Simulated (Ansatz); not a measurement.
# Phonons of Hf (Im-3m, 1 atom in the cell) against volume, part 2 of 2

Wanted: mode Grüneisen parameters of Hf (Im-3m, 1 atom in the cell).

Ansatz 0.2.0; DFT PBEsol, scalar-relativistic, plane waves, PAW; PAW set soft_1.

So far, highest frequency on the path or at a solved wavevector (cm⁻¹): step 2 (phonons on a q mesh) 138; step 4 (phonons at the other volume, volume ratio 0.97) 145.

This is not the structure that Hf takes at ambient pressure and room temperature (hexagonal, No. 194); it is a model or a phase of other conditions.

## Step 5: Relaxing at another volume, volume ratio 1.03

The volume is scaled by 1.03 and held; symmetry leaves nothing to relax, so this is a single point. The modes can then be followed against volume.

input.yaml

```yaml
crystal:
  lattice:
    - [-1.7618835845, 1.7618835845, 1.7618835845]
    - [1.7618835845, -1.7618835845, 1.7618835845]
    - [1.7618835845, 1.7618835845, -1.7618835845]
  atoms:
    - { symbol: Hf, position: [0.0, 0.0, 0.0] }
kpoints:
  mp_grid: { grid: [16, 16, 16] }
hamiltonian:
  xc: pbesol
  pseudopotentials: { kind: paw, azcp: { folder: soft_1 }, xc_functional: pbe }
scf:
  occupations: { method: methfessel_paxton, width: 0.2 }
output:
  forces: true
  stress: true
  eigenvalues: true
```

Started as:

```
$ ansatz run input.yaml --threads 4 --pin off --max-ram 10240MiB --backend cpu --events-out ev --progress --plain --runs-dir out
```

Numbers of over 12 decimals in the logs are rounded to 6 here.

Output:

```text
[...]
Crystal: 1 atoms, lattice volume = 21.877 Å³
Basis set: ecut = 420 eV, 429 PW (Γ), exchange–correlation on 48×48×48 points (8 copies of the dense FFT grid, shifted against one another)
Bands: 17, of which v1, the nominal top of the filled ones, is band 13 counted from 1 (12 counted from 0)
Symmetry: 48 space group operations
[...]
k-points: 145 of 4096
[...]
--- Band table (eV; the first three rows and the last of 145) ---
  k-point 0: bands = [... 9 lower, 6.7640, 6.7972, 10.9906, 19.6175, 19.6175, 19.6175, 22.4771, 22.4771]
  k-point 1: bands = [... 9 lower, 6.7633, 6.7944, 11.1395, 19.5129, 19.5797, 19.7658, 22.3052, 22.4761]
  k-point 2: bands = [... 9 lower, 6.7613, 6.7873, 11.5700, 19.2320, 19.4160, 20.2053, 21.9893, 22.4849]
  k-point 144: bands = [... 9 lower, 6.7737, 6.7737, 15.4310, 15.4310, 25.0411, 25.0411, 25.0411, 25.5060]
[key lines of the parts left out:]
SCF converged after 7 iterations
Free energy (F): -15598.630942 eV
Fermi energy:    18.100638 eV
P = ⅓ Tr σ = -3.0080 GPa (-30.080 kbar)
```

Run time: 0.91 s. Hardware: 4 threads of Arm Neoverse V2, shared host; peak memory 0.33 GiB.

Numbers from this step:

```
pressure        : -3.008 GPa
volume per atom : 21.88 Å³
```

The run ends at a pressure of -3.01 GPa.

## Step 6: Phonons at the other volume, volume ratio 1.03

The phonons are repeated at this volume on the same k and q meshes.

input.yaml: that of step 5 with these lines changed.

```diff
@@ -15,4 +15,11 @@
 output:
-  forces: true
-  stress: true
   eigenvalues: true
+phonons:
+  method: dfpt
+  qmesh: [4, 4, 4]
+  temperatures: { t_max: 1000, t_step: 50 }
+  qpath:
+    path:
+      - [[0.0, 0.0, 0.0], [0.5, -0.5, 0.5], [0.0, 0.0, 0.5], [0.0, 0.0, 0.0], [0.25, 0.25, 0.25], [0.5, -0.5, 0.5]]
+      - [[0.25, 0.25, 0.25], [0.0, 0.0, 0.5]]
+    npoints: 10
```

Output:

```text
[...]
Crystal: 1 atoms, lattice volume = 21.877 Å³
Basis set: ecut = 420 eV, 429 PW (Γ), exchange–correlation on 48×48×48 points (8 copies of the dense FFT grid, shifted against one another)
Bands: 17, of which v1, the nominal top of the filled ones, is band 13 counted from 1 (12 counted from 0)
Symmetry: 48 space group operations
k-points: 145 of 4096
[...]
k-point 144: bands = [... 9 lower, 6.7740, 6.7740, 15.4310, 15.4310, 25.0411, 25.0411, 25.0411, 25.5061]
[...]
ASR residual: 5.640e-6 → 0.000e0 eV/Å²; symmetrization residual: 3.638e-12 eV/Å²
  ASR residual per site (eV/Å²): 5.64e-6
  Γ frequencies (cm⁻¹): 0.00 0.00 0.00
--- Phonons (arbitrary-q DFPT): 8 irreducible q on the 4×4×4 mesh ---
[...]
interpolated dispersion: 62 rows × 3 modes
[...]
[key lines of the parts left out:]
SCF converged after 10 iterations
Free energy (F): -15598.630942 eV
Fermi energy:    18.100666 eV
```

Run time: 2.6 min. Hardware: 4 threads; peak memory 4 GiB.

This step gave:

```yaml
sum_rule_residual_before_enforcement: 5.64e-6 eV/Å²
lowest_frequency_on_the_path: -89.76 cm⁻¹
highest_frequency_on_the_path_or_at_a_solved_wavevector: 130.6 cm⁻¹
lowest_mode_on_the_q_mesh_acoustic_modes_at_gamma_apart: -89.08 cm⁻¹
```

The highest frequency on the path or at a solved wavevector is 130.6 cm⁻¹, -7.7 cm⁻¹ against the base run.

## Step 7: Grüneisen parameters

The Grüneisen parameter of a mode is minus the logarithmic change of its frequency with volume, −d ln ω / d ln V; weighted by heat capacity it gives the expansion.

This step gave:

```yaml
bulk_modulus: 107.3 GPa
```

Phonon branches along the path, in cm⁻¹:

| point | branch 1 | branch 2 | branch 3 |
| --- | --- | --- | --- |
| Γ | 0 | 0 | 0 |
| halfway | 74 | 92 | 92 |
| H | 138 | 138 | 138 |
| halfway | 97 | 118 | 119 |
| N | -88 | 89 | 96 |
| halfway | -46 | 56 | 94 |
| Γ | 0 | 0 | 0 |
| halfway | -44 | -44 | 118 |
| P | -36 | -36 | -36 |
| halfway | 79 | 107 | 107 |
| H | 138 | 138 | 138 |
| jump to P | -36 | -36 | -36 |
| halfway | -86 | 65 | 86 |
| N | -88 | 89 | 96 |

The same for volume x 0.97:

| point | branch 1 | branch 2 | branch 3 |
| --- | --- | --- | --- |
| Γ | 0 | 0 | 0 |
| H | 145 | 145 | 145 |
| N | -86 | 89 | 103 |
| Γ | 0 | 0 | 0 |
| P | -8 | -8 | -8 |
| H | 145 | 145 | 145 |
| P | -8 | -8 | -8 |
| N | -86 | 89 | 103 |

The same for volume x 1.03:

| point | branch 1 | branch 2 | branch 3 |
| --- | --- | --- | --- |
| Γ | 0 | 0 | 0 |
| H | 131 | 131 | 131 |
| N | -89 | 88 | 89 |
| Γ | 0 | 0 | 0 |
| P | -51 | -51 | -51 |
| H | 131 | 131 | 131 |
| P | -51 | -51 | -51 |
| N | -89 | 88 | 89 |

The first set of phonon branches as a text plot (rows in cm⁻¹):

```
    140 |          ***                                   **
    131 |         *   **                               **
    121 |        *      **                 **         **
    111 |       **      * *                  *       *
    101 |                * ******         *           *
     91 |     ***          ****  *       *    *     *         ***
     82 |                      *  *                * *       * *
     72 |    ***          *     *  *                        * *
     62 |   **                          *      *  *
     52 |  **                    *  *                        *
     42 |                         *                 *
     33 | **                       *   *         *          *
     23 |                           **                     *
     13 | *                          *
      3 |*                            ***
     -7 |                            *
    -16 |                           *    *
    -26 |                          *      *
    -36 |                         *             *          *
    -46 |                        *         *       *
    -56 |                                   *  *           *
    -65 |                  *    *            **  **
    -75 |                      *                            *
    -85 |                   ***                              ****
         Γ           H       N        Γ         P        H|P    N
```

## Step 8: Outcome

```json
{"bulk modulus": "107 GPa"}
```

**Reading.** No expansion is given, because modes are imaginary at one volume or more. Branches are matched by rank, so values near crossings are rough. With no gap, or one that is small against the smearing, the frequencies hang on the k mesh and the smearing, most of all near Kohn anomalies. Spin-orbit coupling is left out, which can matter for the heavy elements here. The PAW files were made for PBE and serve the other functionals too.

[Logs are printed without paths, hosts, clocks, repeated set-up lines and the standing remarks that a program may print on its own settings, such as how far it seeks lower states.]

[Hosts, paths, dates, database ids (printed as entryN), source tags and the programs' standing remarks are cut or masked in the printed files.]
